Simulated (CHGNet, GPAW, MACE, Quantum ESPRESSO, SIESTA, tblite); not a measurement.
# What went wrong? GPAW on Be(0001) slab with a vacancy pit (68 atoms)

Program: GPAW 26.7.0, a calculation on a cell of 68 Be, with vacuum.

run.py reads:

```python
import numpy as np
from ase.io import read
from gpaw import GPAW, FermiDirac

atoms = read("structure.xyz")
atoms.calc = GPAW(
    mode="lcao",
    basis="dzp",
    h=0.2,
    xc="PBE",
    kpts={"size": (1, 1, 1), "gamma": True},
    occupations=FermiDirac(0.05),
    maxiter=60,
    symmetry={"point_group": False},
    nbands=34,
    txt="gpaw.txt",
)
energy = atoms.get_potential_energy(force_consistent=True)
forces = atoms.get_forces()
print(f"energy {energy:.6f} eV")
print("forces (eV/A)")
for i, (a, f) in enumerate(zip(atoms, forces)):
    print(f"{i:4d} {a.symbol:2s} {f[0]:10.5f} {f[1]:10.5f} {f[2]:10.5f}")
print(f"Fermi level {atoms.calc.get_fermi_level():.4f} eV")
for k in range(len(atoms.calc.get_ibz_k_points())):
    for s in range(atoms.calc.get_number_of_spins()):
        e = atoms.calc.get_eigenvalues(kpt=k, spin=s)
        n = np.searchsorted(e, atoms.calc.get_fermi_level())
        print(f"k {k} spin {s} levels about the Fermi level:", np.round(e[max(n - 6, 0):n], 4).tolist(), "|", np.round(e[n:n + 6], 4).tolist())
```

structure.xyz reads:

```xyz
68
Lattice="6.85800 0.00000 0.00000 4.57200 7.91894 0.00000 0.00000 0.00000 20.96000" Properties=species:S:1:pos:R:3 pbc="T T T"
Be 11.31732 7.84838 5.94006
Be 6.89839 1.28216 7.76589
Be 6.75625 0.00586 9.55336
Be 6.88369 1.31264 11.38589
Be 4.67087 7.85939 13.14842
Be 6.86047 7.91268 5.95243
Be 2.34180 1.27812 7.73193
Be 2.31602 0.00428 9.63322
Be 2.34086 1.28635 11.39553
Be 6.86330 7.84537 13.20124
[... 54 atom lines left out ...]
Be 8.04160 5.89723 9.55105
Be 8.04098 7.26373 11.30561
Be 7.99803 5.92820 13.21821
Be 7.97860 7.37816 15.01302
```

Run with:

```console
$ OMP_NUM_THREADS=1 python run.py > output.txt
```

Output:

```text
ValueError: Too few bands!  Electrons: 136.0, bands: 34
```

gpaw.txt:

```text
Input parameters:
  mode=LCAO(),
  basis={'default': 'dzp'},
  h=0.2,
  kpts=MonkhorstPack(size=(1, 1, 1), gamma=True),
  maxiter=60,
  nbands=34,
  occupations=Occupations(name='fermi-dirac', width=0.05, fixmagmom=False),
  symmetry=Symmetry(point_group=False),
  xc=XC(name='PBE')
timing:  # [seconds]
  Total: 0.064  # ━━━━━━━━━━━━━━━━━━━━━━━━━━━━━━━━━━━━━━━━━━━━━━━━━━━━━━━━━━━
  Init:  0.045  # ━━━━━━━━━━━━━━━━━━━━━━━━━━━━━━━━━━━━━━━━━
```

Run time: 1.3 s. Hardware: 1 thread of Arm Neoverse V1, shared host; peak memory 0.1 GiB.

Banners, paths, timers and routine set-up lines are dropped from the logs unmarked, and long logs keep their key lines alone; longer cuts are marked.

**Question.** Which part of the input is at fault, and how is it mended?

Too few bands: bands 34. Mend: ask for at least half as many bands as electrons, and some more for the smearing.

The program stopped at the start.

[Also dropped from logs without a mark: logging warnings of Python, and SIESTA's first energy breakdown and zero terms.]

[Logs are printed without paths, hosts, clocks, repeated set-up lines and the standing remarks that a program may print on its own settings, such as how far it seeks lower states.]

[Hosts, paths, dates, database ids (printed as entryN), source tags and the programs' standing remarks are cut or masked in the printed files.]
